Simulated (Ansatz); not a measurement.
# What Li5Sc (built on the YCu5 structure) distorts into

Aim: this structure of Li5Sc (built on the YCu5 structure) is to be tested for unstable modes, and one is followed downhill.

Method: DFT LDA, scalar-relativistic, plane waves, norm-conserving pseudopotentials, in Ansatz 0.2.0.

The structure was built from a prototype and need not be the compound's stable phase.

**1. The structure**

Symmetry: P6/mmm, No. 191, hexagonal system. Conventional cell: a = 5.459 Å, b = 5.459 Å, c = 4.405 Å, α = 90.00°, β = 90.00°, γ = 120.00°. Nearest to Sc lie 18 Li at 3.15 to 3.51 Å. Nearest to Li lie 8 Li at 2.71 to 2.73 Å and 4 Sc at 3.51 Å. Nearest to Li lie 9 Li at 2.71 to 3.15 Å and 3 Sc at 3.15 Å. Farther neighbours, and contacts between anions beyond the nearest, are not listed.

**2. Response at finite wavevector**

Stability and thermal properties need the whole zone. Linear response on a 2×2×2 q mesh gives force constants as far as a supercell of that size would.

File input.yaml:

```yaml
crystal:
  lattice:
    - [5.4587728257, -3.2997e-06, 0.0]
    - [-2.7293835553, 4.7274375904, 0.0]
    - [0.0, 0.0, 4.4051032889]
  atoms:
    - { symbol: Sc, position: [0.0, 0.0, 0.0] }
    - { symbol: Li, position: [0.5, 0.0, 0.5] }
    - { symbol: Li, position: [0.5, 0.5, 0.5] }
    - { symbol: Li, position: [0.0, 0.5, 0.5] }
    - { symbol: Li, position: [0.3333333333, 0.6666666667, 0.0] }
    - { symbol: Li, position: [0.6666666667, 0.3333333333, 0.0] }
kpoints:
  mp_grid: { grid: [6, 6, 8] }
hamiltonian:
  xc: lda
  pseudopotentials: { kind: nc }
scf:
  occupations: { method: methfessel_paxton, width: 0.15 }
output:
  eigenvalues: true
phonons:
  method: dfpt
  qmesh: [2, 2, 2]
  temperatures: { t_max: 1000, t_step: 50 }
  qpath:
    path:
      - [[0.0, 0.0, 0.0], [0.5, 0.0, 0.0], [0.33333333, 0.33333333, 0.0], [0.0, 0.0, 0.0], [0.0, 0.0, 0.5], [0.5, 0.0, 0.5], [0.33333333, 0.33333333, 0.5], [0.0, 0.0, 0.5]]
      - [[0.5, 0.0, 0.5], [0.5, 0.0, 0.0]]
      - [[0.33333333, 0.33333333, 0.5], [0.33333333, 0.33333333, 0.0]]
    npoints: 10
```

On the command line:

```bash
$ ansatz run input.yaml --threads 8 --pin off --max-ram 14336MiB --backend cpu --events-out ev --progress --plain --runs-dir out
```

The program printed:

```text
Warning: phonons: the dynamical matrix that this run interpolates holds no multipole term above the dipole-dipole one, and a site of this crystal is no centre of inversion, so its interpolated transverse optical and acoustic branches and sound speeds can stay off near Gamma, and the density of states and the thermodynamics with them. What a run solves at a wave vector of phonons.qpoints, Gamma apart, where the deck admits one, is free of this, and under fd what a larger phonons.supercell samples
Engine: ansatz 0.2.0, aarch64-unknown-linux-gnu
Pseudopotentials: kind: nc
Pseudopotential: Sc, nc, valence charge 11, recommended cutoff 1061.244064 eV (normal), Sc.nc.azcp (PseudoDojo's, or run here from an input of PseudoDojo's: the run reads no file of this project's for it)
Pseudopotential: Li, nc, valence charge 3, recommended cutoff 1006.821291 eV (normal), Li.nc.azcp (PseudoDojo's, or run here from an input of PseudoDojo's: the run reads no file of this project's for it)
Functional definition: SPW92
  exchange = slater_x
  correlation = pw_c
Crystal: 6 atoms, lattice volume = 113.678 Å³
Basis set: ecut = 1061.244064 eV, 8945 PW (Γ), exchange–correlation on 120×120×96 points (8 copies of the dense FFT grid, shifted against one another)
Bands: 19, of which v1, the nominal top of the filled ones, is band 13 counted from 1 (12 counted from 0)
Symmetry: 24 space group operations
k-points: 35 of 288
Non-local potential: Sc, projectors of the file, l = 0: 2, l = 1: 2, l = 2: 2
Non-local potential: Li, projectors of the file, l = 0: 2, l = 1: 2
Initial density: superposition of atomic densities (chi_scale 0.1, normalization cell, long waves kept (reshape's long-wave potential 0.00 eV rms))
Initial wavefunctions: pseudopotential atomic-orbital guess
Functional: x = slater, c = lda
SCF iter   1: F=—  HF=-2284.770780 eV  |F-HF|=—  |Δ(HF+E_count)|=         —  Δρ=4.56e-2  dr2=8.04e0  ethr=3.10e-3  ⟨swp⟩=5.8  Hψ=3371  notcnv=0
preconditioner: auto → Kerker (q_TF=auto, 2.134 Å⁻¹)  [metal: Δε(μ)=0.046 eV  Ē_g=3.276 eV  σ=0.150 eV  W_gap=0.25  n_scr=20 (ndim 8)  ℏωp=9.9 eV  f_vac=0.000  D(μ)=4.07/eV (n_scr^D=26)]
SCF iter   2: F=—  HF=-2283.148370 eV  |F-HF|=—  |Δ(HF+E_count)|=    1.62e0  S|Δr|=    0.00e0  Δρ=1.62e-2  dr2=1.20e0  ethr=3.10e-3  ⟨swp⟩=3.1  Hψ=1778  notcnv=0  defer=19
SCF iter   3: F=—  HF=-2282.948259 eV  |F-HF|=—  |Δ(HF+E_count)|=   2.00e-1  S|Δr|=    0.00e0  Δρ=1.11e-2  dr2=1.53e-1  ethr=3.10e-3  ⟨swp⟩=3.0  Hψ=1074  notcnv=0  defer=19
SCF iter   4: F=—  HF=-2282.964997 eV  |F-HF|=—  |Δ(HF+E_count)|=   1.67e-2  S|Δr|=    0.00e0  Δρ=1.03e-2  dr2=3.35e-1  ethr=5.89e-4  ⟨swp⟩=3.0  Hψ=1510  notcnv=0  defer=11
SCF iter   5: F=—  HF=-2282.927717 eV  |F-HF|=—  |Δ(HF+E_count)|=   3.73e-2  S|Δr|=    0.00e0  Δρ=5.19e-3  dr2=8.41e-2  ethr=5.89e-4  ⟨swp⟩=1.7  Hψ=848  notcnv=0  defer=3
SCF iter   6: F=—  HF=-2282.917153 eV  |F-HF|=—  |Δ(HF+E_count)|=   1.06e-2  S|Δr|=    0.00e0  Δρ=1.77e-3  dr2=9.61e-3  ethr=3.24e-4  ⟨swp⟩=1.6  Hψ=694  notcnv=0  defer=3
SCF iter   7: F=—  HF=-2282.915994 eV  |F-HF|=—  |Δ(HF+E_count)|=   1.16e-3  S|Δr|=    0.00e0  Δρ=5.66e-5  dr2=9.32e-6  ethr=3.70e-5  ⟨swp⟩=1.7  Hψ=742  notcnv=0  defer=3
SCF iter   8: F=—  HF=-2282.916027 eV  |F-HF|=—  |Δ(HF+E_count)|=   3.34e-5  S|Δr|=    0.00e0  Δρ=6.37e-5  dr2=9.26e-6  ethr=3.58e-8  ⟨swp⟩=2.2  Hψ=1184  notcnv=0  defer=3
SCF iter   9: F=—  HF=-2282.916027 eV  |F-HF|=—  |Δ(HF+E_count)|=   4.97e-8  S|Δr|=    0.00e0  Δρ=3.77e-5  dr2=3.37e-6  ethr=3.56e-8  ⟨swp⟩=1.1  Hψ=672  notcnv=0  defer=3
SCF iter  10: F=—  HF=-2282.916027 eV  |F-HF|=—  |Δ(HF+E_count)|=   1.03e-7  S|Δr|=    0.00e0  Δρ=8.13e-6  dr2=1.29e-7  ethr=1.30e-8  ⟨swp⟩=1.7  Hψ=705  notcnv=0  defer=3
SCF iter  11: F=—  HF=-2282.916131 eV  |F-HF|=—  |Δ(HF+E_count)|=   1.04e-4  S|Δr|=    0.00e0  Δρ=9.31e-7  dr2=1.39e-9  ethr=4.97e-10  ⟨swp⟩=1.9  Hψ=755  notcnv=0  defer=3
SCF iter  12: F=—  HF=-2282.916131 eV  |F-HF|=—  |Δ(HF+E_count)|=  7.91e-11  S|Δr|=    0.00e0  Δρ=1.46e-7  dr2=1.77e-11  ethr=5.35e-12  ⟨swp⟩=2.0  Hψ=929  notcnv=0  defer=3
SCF iter  13: F=—  HF=-2282.916131 eV  |F-HF|=—  |Δ(HF+E_count)|=  2.73e-12  S|Δr|=    0.00e0  Δρ=8.48e-8  dr2=1.20e-11  ethr=1.00e-12  ⟨swp⟩=6.5  Hψ=2873  notcnv=0
SCF iter  14: F=-2282.916131 eV  HF=-2282.916131 eV  |F-HF|=2.27e-12  |Δ(HF+E_count)|=  4.55e-13  S|Δr|=    0.00e0  Δρ=2.54e-8  dr2=9.93e-13  ethr=1.00e-12  ⟨swp⟩=5.5  Hψ=2682  notcnv=0
SCF 1 converged in 14 iterations: F = -2282.916131 eV  dr2 = 9.93e-13
Initial density: read from a saved state, or passed on in memory by an earlier SCF of this step, an earlier step, the calling program or the single point that the run made first
iter 1 solved again at ethr=5.87e-7 eV; its pass at ethr=3.10e-3 eV (dr2=1.53e-4 eV) is discarded
SCF iter   1: F=—  HF=-2282.916037 eV  |F-HF|=—  |Δ(HF+E_count)|=         —  Δρ=6.11e-7  dr2=1.74e-10  ethr=5.87e-7  ⟨swp⟩=3.1  Hψ=5098  notcnv=0
eigensolver tolerance schedule: the retry pair's looser diagonalisation over-reported the residual by 877424.99 of it (diagonalisation noise at an unbounded share of the residual, at the tolerance the schedule requests for it); recorded, not acted on — ethr = c·dr2/N_el stays at c = 1.0e-1
preconditioner: auto → Kerker (q_TF=auto, 2.134 Å⁻¹)  [metal: Δε(μ)=0.037 eV  Ē_g=2.362 eV  σ=0.150 eV  W_gap=0.20  n_scr=20 (ndim 8)  ℏωp=9.9 eV  f_vac=0.000  D(μ)=5.02/eV (n_scr^D=44)]
SCF iter   2: F=—  HF=-2282.916131 eV  |F-HF|=—  |Δ(HF+E_count)|=   9.34e-5  S|Δr|=    0.00e0  Δρ=4.47e-7  dr2=2.15e-10  ethr=1.00e-12  ⟨swp⟩=4.0  Hψ=2081  notcnv=0
SCF iter   3: F=—  HF=-2282.916131 eV  |F-HF|=—  |Δ(HF+E_count)|=  3.09e-11  S|Δr|=    0.00e0  Δρ=2.36e-7  dr2=2.77e-11  ethr=1.00e-12  ⟨swp⟩=1.6  Hψ=693  notcnv=0
SCF iter   4: F=—  HF=-2282.916131 eV  |F-HF|=—  |Δ(HF+E_count)|=  5.00e-12  S|Δr|=    0.00e0  Δρ=1.64e-7  dr2=1.33e-11  ethr=1.00e-12  ⟨swp⟩=1.0  Hψ=665  notcnv=0
SCF iter   5: F=-2282.916131 eV  HF=-2282.916131 eV  |F-HF|=4.09e-12  |Δ(HF+E_count)|=  2.27e-12  S|Δr|=    0.00e0  Δρ=1.01e-7  dr2=5.11e-12  ethr=1.00e-12  ⟨swp⟩=2.6  Hψ=1290  notcnv=0
SCF 2 converged in 5 iterations: F = -2282.916131 eV  dr2 = 5.11e-12
phonons: the bands overlap, so this run is a metal and interpolates without the dipole-dipole term. If the crystal is really an insulator or semiconductor, its LO-TO splitting is missing
NSCF: frozen V_eff on 35 k-points
NSCF: frozen V_eff on 100 k-points
DFPT response loops at q = (0, 0, 0) (fractional): preconditioner auto → Kerker (q_TF=auto, 2.134 Å⁻¹) (partly filled bands, converged f_vac=0.000); β = 1.00, the filter's whole step (`scf.mixing.beta` (0.50) is not read by the response loops under this deck's `scf.mixing.preconditioner`; to damp them name `kerker` or `kerker_dos`, under which they read `scf.mixing.beta`, and type it under 1.00, their step now; both keys bind the ground state too); Broyden in place of MSR1
NSCF: frozen V_eff on 200 k-points
DFPT response loops at q = (0, 0, -0.5) (fractional): mixed as the last ones told, above
NSCF: frozen V_eff on 200 k-points
DFPT response loops at q = (0, -0.5, 0) (fractional): mixed as the last ones told, above
NSCF: frozen V_eff on 200 k-points
DFPT response loops at q = (0, -0.5, -0.5) (fractional): mixed as the last ones told, above
SCF converged after 14 iterations
Stability not checked: this state was not tested for a lower state beside it, because cold or Methfessel-Paxton smearing, or corrected tetrahedra, fill the levels in a way that the test cannot read (fill_not_monotonic; see scf.lower_state_search)
Free energy (F): -2282.916131 eV
Harris-Foulkes:  -2282.916131 eV  (|F-HF|=2.27e-12)
Internal energy: -2282.920973 eV  (E = F + TS)
E sigma→0 (E₀):  -2282.917341 eV
Entropy (-TS):   0.004842 eV (0.807 meV/atom)
Fermi energy:    2.871195 eV
--- Per-component energies (eV) ---
  E_band       = -659.487355
  E_kinetic    = 1184.859025
  E_local      = -1996.347061  (includes V_loc(G=0)·N_el)
  E_nonlocal   = -557.128423
  E_hartree    = 606.124472
  E_xc         = -431.835722
  E_vxc        = -503.119870  (∫ρ·V_xc dr)
  E_ewald      = -1088.593264
  E_smearing   = 0.004842  (= −TS)
  E_closure    = 0.000000  (closes the sum)
  Σ components = -2282.916131   (vs F -2282.916131, Δ=0.00e0)
--- Band table (eV; the first three rows and the last of 35) ---
  k-point 0: bands = [... 9 lower, -1.0852, 2.7051, 2.7051, 3.1416, 3.4506, 3.7601, 3.7770, 3.7770, ... 2 higher]
  k-point 1: bands = [... 9 lower, -0.9887, 2.7161, 2.7161, 2.8240, 3.4400, 3.5202, 3.5202, 3.7985, ... 2 higher]
  k-point 2: bands = [... 9 lower, -0.7055, 2.0703, 2.7433, 2.7433, 3.2594, 3.2594, 3.4144, 4.0286, ... 2 higher]
  k-point 34: bands = [... 9 lower, 1.7661, 1.7661, 1.8282, 2.0326, 2.0326, 2.4216, 4.0233, 4.0233, ... 2 higher]
--- Phonons (Γ-DFPT): 7 representative perturbations + reference (Σ response iterations 21) ---
  ASR residual: 6.234e-5 → 0.000e0 eV/Å²; symmetrization residual: 1.583e-6 eV/Å²
  ASR residual per site (eV/Å²): 6.23e-5 4.57e-6 4.20e-6 4.20e-6 6.38e-6 6.38e-6
  Γ frequencies (cm⁻¹): -168.14 0.00 0.00 0.00 90.93 117.68 117.68 231.03 231.03 288.85 288.85 291.01 291.01 331.79 331.79 373.46 451.31 469.91
--- Phonons (arbitrary-q DFPT): 4 irreducible q on the 2×2×2 mesh ---
  q = [0.0000, 0.0000, 0.0000] (star 1, of the zone-centre solve; hermiticity 9.30e-7, symmetrization 2.03e-7): -168.14 -0.00 -0.00 0.00 90.93 117.68 117.68 231.03 231.03 288.85 288.85 291.01 291.01 331.79 331.79 373.46 451.31 469.91
  q = [0.0000, 0.0000, -0.5000] (star 1, 7 solved perturbations in 535 linear systems a pass and spin channel, the states on 100 of 288 k-point pairs; hermiticity 1.01e-7, symmetrization 6.70e-8, the responses' own estimated error 1.5e-5 eV/Å²): -192.45 -39.47 55.62 55.62 59.45 59.45 89.04 89.04 212.67 233.55 233.55 290.49 309.39 309.39 330.74 364.38 364.38 512.63
  q = [0.0000, -0.5000, 0.0000] (star 3, 12 solved perturbations in 1095 linear systems a pass and spin channel, the states on 100 of 288 k-point pairs; hermiticity 2.94e-7, symmetrization 9.53e-8, the responses' own estimated error 1.9e-5 eV/Å²): -87.89 68.01 88.56 110.16 134.34 155.03 184.12 195.20 200.74 237.84 274.12 282.82 294.35 322.20 382.36 415.67 433.29 435.16
  q = [0.0000, -0.5000, -0.5000] (star 3, 12 solved perturbations in 1095 linear systems a pass and spin channel, the states on 100 of 288 k-point pairs; hermiticity 4.05e-7, symmetrization 1.33e-7, the responses' own estimated error 2.6e-5 eV/Å²): -99.67 -48.90 -37.80 106.32 145.90 147.37 170.36 187.65 223.41 241.40 262.43 273.47 293.30 322.40 345.86 359.15 412.89 467.05
  sum rule: each row above includes the acoustic sum rule's correction from the zone centre's row sums; it moved no ω² by more than (0.61 cm⁻¹)²
  mesh force constants: q→R imaginary residual 1.33e-17; ASR residual 6.234e-5 → 0.000e0 eV/Å²; symmetrization residual 3.109e-15 eV/Å²
  interpolated dispersion: 93 rows × 18 modes
  density of states and harmonic sums: on the 14×14×14 q-mesh, interpolated from the force constants of a 2×2×2 supercell (no non-analytic term)
  largest difference from the sums on the solved wave vectors: F 2.26e-1 eV, S 3.05e-4 and C_V 8.00e-5 eV/K
  zero-point energy: 0.249833 eV/cell   skipped modes (ω ≤ 0): 267, of them read as no rigid motion or as one in doubt: 264 (1.335e0 modes/cell left out, lowest -192.45 cm⁻¹)   left out of the sums: 7.42e-2 of the cell's modes: C_V's classical limit lies that fraction below 3 k_B per atom; for a crystal, a wire or a layer, F and S can be off by more, and a phonons.interpolated_qmesh denser along its periods is the remedy for the sampling
```

Run time: 3.8 min. Hardware: 8 threads of Arm Neoverse V2, shared host; peak memory 2.1 GiB; 29 min of CPU time.

Reading the cycles: dr2 is the Hartree energy of the density residual (eV), the measure of convergence; HF is the Harris–Foulkes estimate of the energy, which meets the free energy F at convergence.

Numbers from this step:

```
volume per atom                                         : 18.95 Å³
gap on the k-mesh                                       : 0 eV
sum-rule residual before enforcement                    : 6.23e-5 eV/Å²
lowest frequency on the path                            : -192.5 cm⁻¹
point group                                             : 6/mmm
highest frequency on path, mesh or solved points        : 512.6 cm⁻¹
highest optical mode at the zone centre (no LO-TO term) : 469.9 cm⁻¹
lowest optical zone-centre mode                         : -168.1 cm⁻¹
lowest mode on the q mesh (acoustic modes at Γ apart)   : -192.4 cm⁻¹
```

Frequencies (cm⁻¹) solved at each irreducible wavevector; negative means imaginary. Frequencies by wavevector, by row:

| q in reciprocal lattice units | star | mode 1 | mode 2 | mode 3 | mode 4 | mode 16 | mode 17 | mode 18 |
| --- | --- | --- | --- | --- | --- | --- | --- | --- |
| 0 0 0 | 1 | -168.1 | 0 | 0 | 0 | 373.5 | 451.3 | 469.9 |
| 0 0 -0.5 | 1 | -192.4 | -39.5 | 55.6 | 55.6 | 364.4 | 364.4 | 512.6 |
| 0 -0.5 0 | 3 | -87.9 | 68 | 88.6 | 110.2 | 415.7 | 433.3 | 435.2 |
| 0 -0.5 -0.5 | 3 | -99.7 | -48.9 | -37.8 | 106.3 | 359.1 | 412.9 | 467.1 |

Interpolated from a 2×2×2 q mesh, rough between the solved points. The phonon branches at the labelled points (cm⁻¹):

| point | branch 1 | branch 2 | branch 3 | branch 4 | branch 15 | branch 16 | branch 17 | branch 18 |
| --- | --- | --- | --- | --- | --- | --- | --- | --- |
| Γ | -168 | 0 | 0 | 0 | 332 | 374 | 451 | 470 |
| halfway | -130 | 41 | 55 | 87 | 351 | 396 | 445 | 457 |
| M | -88 | 68 | 89 | 110 | 382 | 416 | 433 | 435 |
| halfway | -41 | 71 | 93 | 110 | 392 | 419 | 428 | 433 |
| K | 74 | 91 | 91 | 117 | 411 | 411 | 426 | 426 |
| halfway | -115 | 48 | 63 | 94 | 358 | 401 | 443 | 453 |
| Γ | -168 | 0 | 0 | 0 | 332 | 374 | 451 | 470 |
| halfway | -181 | 19 | 33 | 33 | 348 | 348 | 414 | 499 |
| A | -192 | -40 | 56 | 56 | 331 | 364 | 364 | 513 |
| halfway | -148 | -47 | -38 | 72 | 360 | 362 | 368 | 497 |
| L | -100 | -49 | -38 | 106 | 346 | 359 | 413 | 467 |
| halfway | -51 | -49 | 44 | 106 | 341 | 361 | 422 | 461 |
| H | -50 | 92 | 102 | 102 | 331 | 362 | 443 | 443 |
| halfway | -130 | -47 | 23 | 66 | 357 | 362 | 378 | 492 |
| A | -192 | -40 | 56 | 56 | 331 | 364 | 364 | 513 |
| jump to L | -100 | -49 | -38 | 106 | 346 | 359 | 413 | 467 |
| halfway | -94 | 32 | 86 | 108 | 348 | 352 | 427 | 461 |
| M | -88 | 68 | 89 | 110 | 382 | 416 | 433 | 435 |
| jump to H | -50 | 92 | 102 | 102 | 331 | 362 | 443 | 443 |
| halfway | 37 | 92 | 92 | 114 | 355 | 355 | 443 | 443 |
| K | 74 | 91 | 91 | 117 | 411 | 411 | 426 | 426 |

Symmetry leaves 4 wavevectors to solve. The lowest mode among them, the acoustic zeros apart, lies at q = (0, 0, -0.5) and is imaginary, 192.4i cm⁻¹, so the energy falls along it.

**3. The mode frozen in, largest atomic shift 0 Å**

The mode followed lies at Γ with frequency 168.1i cm⁻¹, one of the unstable modes though not the softest. At small amplitude the pattern taken leaves space group no. 189 by a symmetry search on the positions. The undistorted cell that holds it gives the zero of energy on the same k mesh.

input.yaml, the sections that differ from step 2:

```yaml
output:
  forces: true
  stress: true
  eigenvalues: true
# crystal, kpoints, hamiltonian, scf: as in step 2
# phonons: removed
```

The program printed:

```text
[...]
Crystal: 6 atoms, lattice volume = 113.678 Å³
Basis set: ecut = 1061.244064 eV, 8945 PW (Γ)
Bands: 19, of which v1, the nominal top of the filled ones, is band 13 counted from 1 (12 counted from 0)
Symmetry: 24 space group operations
[...]
k-points: 35 of 288
[...]
k-point 0: bands = [... 9 lower, -1.0852, 2.7051, 2.7051, 3.1416, 3.4506, 3.7601, 3.7770, 3.7770, ... 2 higher]
  k-point 1: bands = [... 9 lower, -0.9887, 2.7161, 2.7161, 2.8240, 3.4400, 3.5202, 3.5202, 3.7985, ... 2 higher]
  k-point 2: bands = [... 9 lower, -0.7055, 2.0703, 2.7433, 2.7433, 3.2594, 3.2594, 3.4144, 4.0286, ... 2 higher]
  k-point 34: bands = [... 9 lower, 1.7661, 1.7661, 1.8282, 2.0326, 2.0326, 2.4216, 4.0233, 4.0233, ... 2 higher]
[key lines of the parts left out:]
SCF converged after 11 iterations
Free energy (F): -2282.916131 eV
Fermi energy:    2.871190 eV
P = ⅓ Tr σ = 0.0005 GPa (0.005 kbar)
```

Wall time 1.9 s (8 threads); peak memory 0.79 GiB.

This step gave:

```
pressure                         : 5.24e-4 GPa
energy from the undistorted cell : 0 meV/atom
```

The run ends at a pressure of 0.00 GPa.

**4. The mode frozen in, largest atomic shift 0.6 Å**

The atoms are moved along the unstable eigenvector, the largest shift by 0.6 Å, with the cell fixed.

input.yaml, the sections that differ from step 3:

```yaml
crystal:
  lattice:
    - [5.4587728257, -3.2997e-06, 0.0]
    - [-2.7293835553, 4.7274375904, 0.0]
    - [0.0, 0.0, 4.4051032889]
  atoms:
    - { symbol: Sc, position: [0.0, 0.0, 0.0] }
    - { symbol: Li, position: [0.609914814, 0.0, 0.5] }
    - { symbol: Li, position: [0.390085186, 0.390085186, 0.5] }
    - { symbol: Li, position: [0.0, 0.609914814, 0.5] }
    - { symbol: Li, position: [0.3333333333, 0.6666666667, 0.0] }
    - { symbol: Li, position: [0.6666666667, 0.3333333333, 0.0] }
# kpoints, hamiltonian, scf, output: as in step 3
```

The program printed:

```text
[...]
Crystal: 6 atoms, lattice volume = 113.678 Å³
Basis set: ecut = 1061.244064 eV, 8945 PW (Γ)
Bands: 19, of which v1, the nominal top of the filled ones, is band 13 counted from 1 (12 counted from 0)
Symmetry: 12 space group operations
[...]
k-points: 35 of 288 (time reversal used)
[...]
k-point 0: bands = [... 9 lower, -1.0976, 2.6023, 2.6023, 2.8920, 3.8985, 3.9858, 3.9858, 4.0821, ... 2 higher]
  k-point 1: bands = [... 9 lower, -1.0007, 2.6225, 2.6225, 2.7659, 3.6610, 3.6766, 3.6766, 4.1597, ... 2 higher]
  k-point 2: bands = [... 9 lower, -0.7163, 2.1105, 2.6765, 2.6765, 3.3941, 3.3941, 3.7585, 4.1472, ... 2 higher]
  k-point 34: bands = [... 9 lower, 1.6753, 1.8040, 1.8040, 2.0808, 2.0808, 2.4125, 4.0201, 4.0201, ... 2 higher]
[key lines of the parts left out:]
SCF converged after 10 iterations
Free energy (F): -2283.119435 eV
Fermi energy:    2.882144 eV
P = ⅓ Tr σ = -0.3289 GPa (-3.289 kbar)
```

Elapsed: 2.8 s, on 8 threads; peak memory 0.71 GiB; 21 s of CPU time.

Numbers from this step:

| Quantity | Value |
| --- | --- |
| pressure | -0.3289 GPa |
| energy from the undistorted cell | -33.91 meV/atom |

The energy, extrapolated to zero smearing, is -33.91 meV/atom against the undistorted cell.

The run ends at a pressure of -0.33 GPa, with forces up to 0.053 eV/Å.

**5. Energy along the mode, all amplitudes (two of the runs are shown above)**

An imaginary frequency means negative curvature, so the energy should fall and then rise again as anharmonic terms take over.

Numbers from this step:

- depth at the lowest point sampled: 33.91 meV/atom
- largest atomic shift at that point: 0.6 Å

The energy from the parent by largest atomic shift:

| largest atomic shift (Å) | energy from the parent (meV/atom) |
| --- | --- |
| 0.000 | 0 |
| 0.040 | -0.283 |
| 0.080 | -1.12 |
| 0.140 | -3.38 |
| 0.220 | -7.98 |
| 0.320 | -15.5 |
| 0.450 | -25.8 |
| 0.600 | -33.9 |

Displacement at unit largest shift by atom:

| atom | x (Å) | y (Å) | z (Å) | size |
| --- | --- | --- | --- | --- |
| Sc1 | 0.00 | 0.00 | 0.00 | 0.00 |
| Li2 | 1.00 | 0.00 | 0.00 | 1.00 |
| Li3 | -0.50 | -0.87 | 0.00 | 1.00 |
| Li4 | -0.50 | 0.87 | 0.00 | 1.00 |
| Li5 | 0.00 | 0.00 | 0.00 | 0.00 |
| Li6 | 0.00 | 0.00 | 0.00 | 0.00 |

The energy still falls at the last step, so the rise lies beyond the steps tried.

(Continued in part 2 of 2.)

[Long decimals in the printed logs are rounded to 6 places.]

[Logs are printed without paths, hosts, clocks, repeated set-up lines and the standing remarks that a program may print on its own settings, such as how far it seeks lower states.]

[Hosts, paths, dates, database ids (printed as entryN), source tags and the programs' standing remarks are cut or masked in the printed files.]

[Where the starting crystal was built by hand or by swapping elements, it need not be the compound's stable phase.]
